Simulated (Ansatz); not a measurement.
# (KCl)2(PbTe)1 [001] superlattice, started as rocksalt type: a soft mode frozen in

Wanted: the energy along a soft mode of (KCl)2(PbTe)1 [001] superlattice, started as rocksalt type and the structure at the end.

Main program and level: Ansatz 0.2.0; DFT PBE, scalar-relativistic, plane waves, PAW.

The structure was built from a prototype and need not be the compound's stable phase.

## 1. Starting point

Symmetry: I4/mmm, No. 139, tetragonal system. The conventional cell has a = 4.567 Å, b = 4.567 Å, c = 19.704 Å, α = 90.00°, β = 90.00°, γ = 90.00°. Cl has 5 K at 3.20 to 3.23 Å and 1 Pb at 3.24 Å nearest. K has 5 Cl at 3.20 to 3.23 Å and 1 Te at 3.41 Å nearest. Nearest to Pb lie 4 Te at 3.23 Å and 2 Cl at 3.24 Å. Te has 4 Pb at 3.23 Å and 2 K at 3.41 Å nearest. Farther neighbours and most contacts between anions are not listed.

## 2. Linear response at the zone centre

The cell comes from relaxations at this level that are not shown. The zone centre is the only wavevector solved here; it holds the modes that light can see, as far as symmetry allows. The response to a homogeneous field gives the Born charges and the dielectric tensor, and its change with displacement the Raman tensors.

The input, input.yaml:

```yaml
crystal:
  lattice:
    - [3.2290660069, 3.2290660069, 0.0]
    - [-3.2290660069, 3.2290660069, 0.0]
    - [3.2290660069, 0.0, 9.8519650043]
  atoms:
    - { symbol: Cl, position: [0.5021222928, 0.4978777072, -0.0042445857] }
    - { symbol: Cl, position: [0.8312110405, 0.1687889595, 0.337577919] }
    - { symbol: K, position: [-0.00617336, 0.00617336, 0.01234672] }
    - { symbol: K, position: [0.3395066933, 0.6604933067, 0.3209866133] }
    - { symbol: Pb, position: [0.6666666667, 0.3333333333, 0.6666666667] }
    - { symbol: Te, position: [0.1666666667, 0.8333333333, 0.6666666667] }
kpoints:
  mp_grid: { grid: [8, 8, 8] }
hamiltonian:
  xc: pbe
scf:
  occupations: { method: fixed }
output:
  eigenvalues: true
phonons:
  method: dfpt
  dielectric: true
  rigid_motions: translations
  raman: true
```

On the command line:

```
$ ansatz run input.yaml --threads 8 --pin off --max-ram 14336MiB --backend cpu --events-out ev --progress --plain --runs-dir out
```

Numbers of over 12 decimals in the logs are rounded to 6 here.

The program printed:

```text
Warning: crystal.symmetry: narrowed to the stabiliser of the run's FFT grids — unitary ops 16 → 4. A phonons.method: dfpt run fills in the rows of the dynamical matrix that it does not solve by its symmetry operations, which is exact only for operations that map its FFT grids onto themselves: filled in by any other, the frequencies could depend on the order in which like atoms are typed, or, by more than the grids' own error, on where the crystal sits among the grids' points. Excluded: 12 operations. The run can therefore solve more perturbations, solve them on more k-points, or both, and cost more. [rest of the remark cut]
Engine: ansatz 0.2.0, x86_64-unknown-linux-gnu
Pseudopotentials: kind: paw
Pseudopotential: Cl, paw, valence charge 7, recommended cutoff 420 eV (normal), Cl.paw.azcp
Pseudopotential: K, paw, valence charge 9, recommended cutoff 420 eV (normal), K.paw.azcp
Pseudopotential: Pb, paw, valence charge 14, recommended cutoff 420 eV (normal), Pb.paw.azcp
Pseudopotential: Te, paw, valence charge 16, recommended cutoff 420 eV (normal), Te.paw.azcp
Functional definition: PBE
  parameter kappa = 0.804
  parameter beta = 0.066725
  exchange = pbe_x(kappa = kappa, mu = beta*pi^2/3)
  correlation = pbe_c(beta = beta)
Crystal: 6 atoms, lattice volume = 205.450 Å³
Basis set: ecut = 420 eV, 4065 PW (Γ), exchange–correlation on 72×72×144 points (8 copies of the dense FFT grid, shifted against one another)
Bands: 38, of which v1, the nominal top of the filled ones, is band 31 counted from 1 (30 counted from 0)
Symmetry: 16 space group operations
k-points: 260 of 512 (irreducible under 1 space group operation, time reversal used)
Non-local potential: Cl, projectors of the file, l = 0: 2, l = 1: 2, l = 2: 2
Non-local potential: K, projectors of the file, l = 0: 3, l = 1: 2, l = 2: 2
Non-local potential: Pb, projectors of the file, l = 0: 2, l = 1: 2, l = 2: 2, l = 3: 2
Non-local potential: Te, projectors of the file, l = 0: 2, l = 1: 2, l = 2: 2, l = 3: 2
PAW form: soft (Blöchl's): semilocal exchange-correlation on the pseudo side does not see the compensation charge
PAW one-centre angular grid: Cl, 110 points (default); XC on 64 Gauss nodes
PAW one-centre angular grid: K, 110 points (default); XC on 64 Gauss nodes
PAW one-centre angular grid: Pb, 590 points (default); XC on 64 Gauss nodes
PAW one-centre angular grid: Te, 590 points (default); XC on 64 Gauss nodes
Initial density: superposition of atomic densities (neutral atoms: chi_scale 0, normalization atom), corrected by the library's trained network
Initial wavefunctions: pseudopotential atomic-orbital guess
Functional: x = pbe(κ = 0.804, μ = 0.219515), c = pbe(β = 0.066725)
SCF iter   1: F=—  HF=-24129.134765 eV  |F-HF|=—  |Δ(HF+E_count)|=         —  Δρ=1.34e-3  dr2=2.93e-2  ethr=1.77e-3  ⟨swp⟩=5.1  Hψ=37739  notcnv=0  defer=1147
preconditioner: auto → Resta (q_TF=auto, 2.234 Å⁻¹)  ε∞=2.7  [insulator: Δε(μ)=1.174 eV  Ē_g=13.948 eV  n_scr=42 (ndim 8)  ℏωp=17.9 eV  f_vac=0.098  ε∞_Penn≈2.7]
SCF iter   2: F=—  HF=-24129.126342 eV  |F-HF|=—  |Δ(HF+E_count)|=   8.42e-3  Δρ=5.63e-4  dr2=4.48e-3  ethr=4.72e-5  ⟨swp⟩=3.1  Hψ=15202  notcnv=0  defer=1299
SCF iter   3: F=—  HF=-24129.124964 eV  |F-HF|=—  |Δ(HF+E_count)|=   1.38e-3  Δρ=2.23e-4  dr2=4.43e-4  ethr=7.23e-6  ⟨swp⟩=3.2  Hψ=12639  notcnv=0  defer=1299
SCF iter   4: F=—  HF=-24129.124885 eV  |F-HF|=—  |Δ(HF+E_count)|=   7.86e-5  Δρ=9.33e-5  dr2=2.59e-5  ethr=7.14e-7  ⟨swp⟩=2.1  Hψ=12786  notcnv=0  defer=1299
SCF iter   5: F=—  HF=-24129.124896 eV  |F-HF|=—  |Δ(HF+E_count)|=   1.09e-5  Δρ=2.94e-5  dr2=2.93e-6  ethr=4.17e-8  ⟨swp⟩=2.0  Hψ=17322  notcnv=0  defer=1226
SCF iter   6: F=—  HF=-24129.125041 eV  |F-HF|=—  |Δ(HF+E_count)|=   1.45e-4  Δρ=7.20e-6  dr2=1.53e-7  ethr=4.72e-9  ⟨swp⟩=2.0  Hψ=17834  notcnv=0  defer=906
SCF iter   7: F=—  HF=-24129.125041 eV  |F-HF|=—  |Δ(HF+E_count)|=   2.63e-7  Δρ=2.14e-6  dr2=1.29e-8  ethr=2.47e-10  ⟨swp⟩=2.0  Hψ=15506  notcnv=0  defer=916
SCF iter   8: F=—  HF=-24129.125041 eV  |F-HF|=—  |Δ(HF+E_count)|=   1.75e-8  Δρ=4.66e-7  dr2=6.08e-10  ethr=2.08e-11  ⟨swp⟩=2.0  Hψ=15502  notcnv=0  defer=920
SCF iter   9: F=-24129.125041 eV  HF=-24129.125041 eV  |F-HF|=6.91e-11  |Δ(HF+E_count)|=   1.34e-9  Δρ=1.39e-7  dr2=5.14e-11  ethr=1.00e-12  ⟨swp⟩=17.2  Hψ=78820  notcnv=0
SCF 1 converged in 9 iterations: F = -24129.125041 eV  dr2 = 5.14e-11
  greatest PAW one-centre occupation: 0.998 electrons in one spin orbital (limit 2), on the Te atom at site 5 (counted from 0), in its partial waves of l = 2
NSCF: frozen V_eff on 3 k-points
DFPT response loops at Γ: preconditioner auto → Resta (q_TF=auto, 2.234 Å⁻¹)  ε∞=7.1 (no band partly filled); β = 1.00, the filter's whole step (`scf.mixing.beta` (0.50) is not read by the response loops at its default; to damp them type it under 1.00, their step now; it binds the ground state too); Broyden in place of MSR1
── the response to a field inside a basis, on 12×12×8 k-points: an SCF that follows is theirs, and a resumed run solves both again ──
Bands: 32, of which v1, the nominal top of the filled ones, is band 31 counted from 1 (30 counted from 0)
k-points: 312
Initial density: handed on by an earlier stage of this run
Initial wavefunctions: pseudopotential atomic-orbital guess (no wavefunctions were taken with the density)
Eigensolver: Dense (312 Hₖ)
SCF iter   1: F=—  HF=-24129.069648 eV  |F-HF|=—  |Δ(HF+E_count)|=         —  Δρ=1.38e-4  dr2=1.23e-5  ethr=1.00e-1
preconditioner: auto → Resta (q_TF=auto, 2.234 Å⁻¹)  ε∞=3.3  [insulator: Δε(μ)=1.236 eV  Ē_g=11.854 eV  n_scr=42 (ndim 8)  ℏωp=17.9 eV  f_vac=0.099  ε∞_Penn≈3.3]
SCF iter   2: F=—  HF=-24129.069656 eV  |F-HF|=—  |Δ(HF+E_count)|=   8.72e-6  Δρ=7.40e-5  dr2=3.87e-6  ethr=1.99e-8
SCF iter   3: F=—  HF=-24129.069660 eV  |F-HF|=—  |Δ(HF+E_count)|=   3.98e-6  Δρ=5.07e-6  dr2=7.28e-8  ethr=6.24e-9
SCF iter   4: F=—  HF=-24129.069660 eV  |F-HF|=—  |Δ(HF+E_count)|=   6.88e-8  Δρ=1.41e-6  dr2=5.98e-9  ethr=1.17e-10
SCF iter   5: F=—  HF=-24129.069660 eV  |F-HF|=—  |Δ(HF+E_count)|=   9.03e-9  Δρ=4.18e-7  dr2=5.57e-10  ethr=9.65e-12
SCF iter   6: F=-24129.069660 eV  HF=-24129.069660 eV  |F-HF|=4.00e-11  |Δ(HF+E_count)|=  7.75e-10  Δρ=1.24e-7  dr2=5.48e-11  ethr=1.00e-12
SCF 1 converged in 6 iterations: F = -24129.069660 eV  dr2 = 5.48e-11
DFPT response loops at Γ: preconditioner auto → Resta (q_TF=auto, 2.234 Å⁻¹)  ε∞=7.0 (no band partly filled); β = 1.00, the filter's whole step (`scf.mixing.beta` (0.50) is not read by the response loops at its default; to damp them type it under 1.00, their step now; it binds the ground state too); Broyden in place of MSR1
DFPT response loops at Γ: mixed as the last ones told, above
WARN: field response: ε∞ stands inside a basis, on 12×12×8 points; the force constants stand on the 8×8×8 k-mesh, whose period is 8.72 times the interband length at k = (0.0000, -0.5000, 0.0000), direct gap 1.187 eV, under 14: take them and everything formed from them as unconverged, and compare with a denser kpoints.mp_grid
SCF converged after 9 iterations
Free energy (F): -24129.125041 eV
Harris-Foulkes:  -24129.125041 eV  (|F-HF|=6.91e-11)
Internal energy: -24129.125041 eV  (E = F + TS)
E sigma→0 (E₀):  -24129.125041 eV
Fermi energy:    4.861213 eV
--- Per-component energies (eV) ---
  E_band       = -655.686814
  E_kinetic    = 1297.676788
  E_local      = -4975.911375  (includes V_loc(G=0)·N_el)
  E_nonlocal   = 121.933941
  E_hartree    = 2237.529396
  E_xc         = -830.746312
  E_vxc        = -811.503649  (∫ρ·V_xc dr)
  E_paw        = -17948.293034  (= ΣΔE_a)
  E_vpaw       = -762.941531  (= ΣTr[D̂ρ^β])
  E_aug_tail   = 0.000029  (compensation charges beyond the density's cutoff)
  E_ewald      = -4031.314472
  E_smearing   = -0.000000  (= −TS)
  E_closure    = 0.000000  (closes the sum)
  Σ components = -24129.125041   (vs F -24129.125041, Δ=0.00e0)
--- Band table (eV; the first three rows and the last of 260) ---
  k-point 0: bands = [... 27 lower, 1.8145, 3.0084, 3.0084, 3.3349, 7.4486, 7.6652, 8.8220, 8.8649, ... 3 higher]
  k-point 1: bands = [... 27 lower, 1.8262, 3.0067, 3.0067, 3.2964, 7.3920, 7.7975, 8.7058, 9.0167, ... 3 higher]
  k-point 2: bands = [... 27 lower, 1.8433, 3.0026, 3.0026, 3.1980, 7.3538, 8.0362, 8.6081, 9.2202, ... 3 higher]
  k-point 259: bands = [... 27 lower, 1.6955, 1.7782, 1.8233, 3.8381, 7.0227, 8.4643, 9.1656, 9.1986, ... 3 higher]
--- Phonons (Γ-DFPT): 12 representative perturbations + reference, on 260 of 512 k-points (Σ response iterations 41) ---
  ASR residual: 1.570e-4 → 0.000e0 eV/Å²; symmetrization residual: 2.033e-5 eV/Å²
  The last average, over the group as it would stand without the narrowing to the FFT grids, took up to 6.110e-6 eV/Å² of the zone centre's force constants
  ASR residual per site (eV/Å²): 1.57e-4 1.57e-4 5.90e-5 5.90e-5 6.84e-5 1.30e-4
  Γ frequencies (cm⁻¹): -16.22 -16.22 0.00 0.00 0.00 27.92 37.48 37.48 51.80 51.80 81.29 115.39 115.39 117.41 117.41 119.65 132.46 141.68
  ε∞ (high-frequency dielectric tensor):
       12.044650     0.000000    -0.000000
        0.000000    12.044650     0.000000
       -0.000000     0.000000     3.248863
  softest optical mode at Γ: -16.22 cm⁻¹; the repairs (sum rule, projections) moved no ω² at Γ by more than (2.21 cm⁻¹)²
  Born effective charges Z* (e; rows j = field, columns β = displacement):
    site 0:
        -1.13300   -0.00000    0.00000
         0.00000   -1.13300   -0.00000
         0.00000   -0.00000   -1.76322
    site 1:
        -1.13300   -0.00000   -0.00000
         0.00000   -1.13300   -0.00000
         0.00000   -0.00000   -1.76322
    site 2:
         1.05830   -0.00000   -0.00000
        -0.00000    1.05830   -0.00000
         0.00000   -0.00000    1.30501
    site 3:
         1.05830   -0.00000   -0.00000
        -0.00000    1.05830   -0.00000
        -0.00000    0.00000    1.30501
    site 4:
         7.05345    0.00000    0.00000
        -0.00000    7.05345    0.00000
        -0.00000    0.00000    1.69719
    site 5:
        -6.90406    0.00000   -0.00000
         0.00000   -6.90406   -0.00000
         0.00000   -0.00000   -0.78077
  Z* charge neutrality: 1.481e-2 e pre-enforcement
  solved inside a basis spanned on kpoints, on 12×12×8 k-points transformed towards the longest dipole: ε∞ is read to err by 7.8e-2, Z* by 6.7e-2 e (field_mesh: kpoints solves on kpoints); Z* is corrected for what the basis lacks
  Raman tensors (in the event stream and the table raman_tensors.tsv): an entry may err by 8.4e-1 Å², one of the second-order susceptibility by 1.7e-17 pm/V (basis, points and sum rule); their sum over the sites missed zero by 3.553e-15 Å² ahead of its enforcement
  optical modes at Γ without the LO–TO term, one row a degenerate level:
      ω (cm⁻¹)  modes    IR ((D/Å)²/amu)  static Raman (Å⁴/amu)  depolarisation
        -16.22      2            28.5573                 0.0000               —
         27.92      1             1.8595                 0.0000               —
         37.48      2             0.0074                 0.0000               —
         51.80      2             0.0000                 0.9163           0.750
         81.29      1             1.0045                 0.0000               —
        115.39      2             5.7362                 0.0000               —
        117.41      2             0.0000                 0.7513           0.750
        119.65      1             0.0000               551.9564           0.113
        132.46      1             3.6234                 0.0000               —
        141.68      1             0.0000                 4.7259           0.121
  optical modes at Γ + LO–TO along q̂ = [1.0000, 0.0000, 0.0000]:
      ω (cm⁻¹)  modes    IR ((D/Å)²/amu)  static Raman (Å⁴/amu)  depolarisation
        -16.22      1            14.2786                 0.0000               —
         27.92      1             1.8595                 0.0000               —
         37.47      1             0.0001                 0.0000               —
         37.48      1             0.0037                 0.0000               —
         51.80      2             0.0000                 0.9163           0.750
         81.29      1             1.0045                 0.0000               —
         89.96      1             4.3455                 0.0000               —
        115.39      1             2.8681                 0.0000               —
        117.41      2             0.0000                 0.7513           0.750
        119.65      1             0.0000               551.9564           0.113
        132.46      1             3.6234                 0.0000               —
        140.51      1            12.8049                 0.0000               —
        141.68      1             0.0000                 4.7259           0.121
  optical modes at Γ + LO–TO along q̂ = [0.0000, 1.0000, 0.0000]:
      ω (cm⁻¹)  modes    IR ((D/Å)²/amu)  static Raman (Å⁴/amu)  depolarisation
        -16.22      1            14.2786                 0.0000               —
         27.92      1             1.8595                 0.0000               —
         37.47      1             0.0001                 0.0000               —
         37.48      1             0.0037                 0.0000               —
         51.80      2             0.0000                 0.9163           0.750
         81.29      1             1.0045                 0.0000               —
         89.96      1             4.3455                 0.0000               —
        115.39      1             2.8681                 0.0000               —
        117.41      2             0.0000                 0.7513           0.750
        119.65      1             0.0000               551.9564           0.113
        132.46      1             3.6234                 0.0000               —
        140.51      1            12.8049                 0.0000               —
        141.68      1             0.0000                 4.7259           0.121
  optical modes at Γ + LO–TO along q̂ = [0.0000, 0.0000, 1.0000]:
      ω (cm⁻¹)  modes    IR ((D/Å)²/amu)  static Raman (Å⁴/amu)  depolarisation
        -16.22      2            28.5573                 0.0000               —
         37.48      2             0.0074                 0.0000               —
         51.80      2             0.0000                 0.9163           0.750
         54.72      1             0.2069                 0.0000               —
         93.14      1             0.3150                 0.0000               —
        115.39      2             5.7362                 0.0000               —
        117.41      2             0.0000                 0.7513           0.750
        119.65      1             0.0000               551.9564           0.113
        141.68      1             0.0000                 4.7259           0.121
        184.38      1             5.9655                 0.0000               —
```

It took 26 min on 8 threads of Intel Xeon Platinum 8488C (Sapphire Rapids), shared host; peak memory 8.6 GiB.

In the SCF lines HF is the Harris–Foulkes energy and dr2 the Hartree energy of the density residual, in eV; the loop may stop once dr2 is under the threshold and the program's other checks hold. Hψ counts applications of the Hamiltonian.

This step gave:

| Item | Value |
| --- | --- |
| gap on the k-mesh | 1.187 eV |
| volume per atom | 34.24 Å³ |
| sum-rule residual before enforcement | 1.57e-4 eV/Å² |
| miss of the charge sum rule | 0.01481 e |
| estimated error of the dielectric tensor | 0.07784 |
| estimated error of the Born charges | 0.06742 e |
| point group | 4/mmm |
| highest optical mode at the zone centre (no LO-TO term) | 141.7 cm⁻¹ |
| lowest optical zone-centre mode | -16.22 cm⁻¹ |
| mean high-frequency dielectric constant | 9.113 |
| largest Born charge (third of the trace) | 5.268 e |
| top of the zone-centre spectrum with the field | 184.4 cm⁻¹ |

Without the LO-TO term. Patterns of degenerate modes are one choice out of their space. Modes at Γ, with each element's share of the kinetic energy (negative means imaginary):

| mode | frequency (cm⁻¹) | symmetry | Cl % | K % | Pb % | Te % |
| --- | --- | --- | --- | --- | --- | --- |
| 1 | -16.2 | Eu | 0 | 0 | 36 | 64 |
| 2 | -16.2 | Eu | 0 | 0 | 36 | 64 |
| 3 | 0.0 | acoustic | 15 | 16 | 43 | 26 |
| 4 | 0.0 | acoustic | 15 | 16 | 43 | 26 |
| 5 | 0.0 | acoustic | 15 | 16 | 43 | 26 |
| 6 | 27.9 | A2u | 36 | 6 | 51 | 8 |
| 7 | 37.5 | Eu | 25 | 44 | 21 | 10 |
| 8 | 37.5 | Eu | 25 | 44 | 21 | 10 |
| 9 | 51.8 | Eg | 41 | 59 | 0 | 0 |
| 10 | 51.8 | Eg | 41 | 59 | 0 | 0 |
| 11 | 81.3 | A2u | 41 | 0 | 5 | 53 |
| 12 | 115.4 | Eu | 60 | 40 | 0 | 0 |
| 13 | 115.4 | Eu | 60 | 40 | 0 | 0 |
| 14 | 117.4 | Eg | 59 | 41 | 0 | 0 |
| 15 | 117.4 | Eg | 59 | 41 | 0 | 0 |
| 16 | 119.7 | A1g | 63 | 37 | 0 | 0 |
| 17 | 132.5 | A2u | 8 | 78 | 1 | 13 |
| 18 | 141.7 | A1g | 37 | 63 | 0 | 0 |

Displacements in mode 2 (-16.2 cm⁻¹), the largest set to 1:
```
Cl1  0.00 -0.02  0.00
Cl2  0.00 -0.02  0.00
K3   0.00 -0.05  0.00
K4   0.00 -0.05  0.00
Pb5  0.00 -0.59  0.00
Te6 -0.01  1.00  0.00
```

Displacements in mode 6 (27.9 cm⁻¹), the largest set to 1:
```
Cl1  0.00  0.00 -1.00
Cl2  0.00  0.00 -1.00
K3   0.00  0.00 -0.38
K4   0.00  0.00 -0.38
Pb5  0.00  0.00  0.70
Te6  0.00  0.00 -0.35
```

Before it was imposed, the acoustic sum rule was missed by 1.6e-4 eV/Å² and the charge sum rule by 0.015 e. Small misses are needed for a sound result but don't prove that mesh and cutoff are converged. The lowest optical mode is imaginary, 16.2i cm⁻¹, so the energy falls along it.

The log warns of the k mesh: “the force constants stand on the 8×8×8 k-mesh, whose period is 8.72 times the interband length at k = (0.0000, -0.5000, 0.0000), direct gap 1.187 eV, under 14: take them and everything formed from them as unconverged”.

[end of part 1 of 2]

[Logs are printed without paths, hosts, clocks, repeated set-up lines and the standing remarks that a program may print on its own settings, such as how far it seeks lower states.]

[Hosts, paths, dates, database ids (printed as entryN), source tags and the programs' standing remarks are cut or masked in the printed files.]
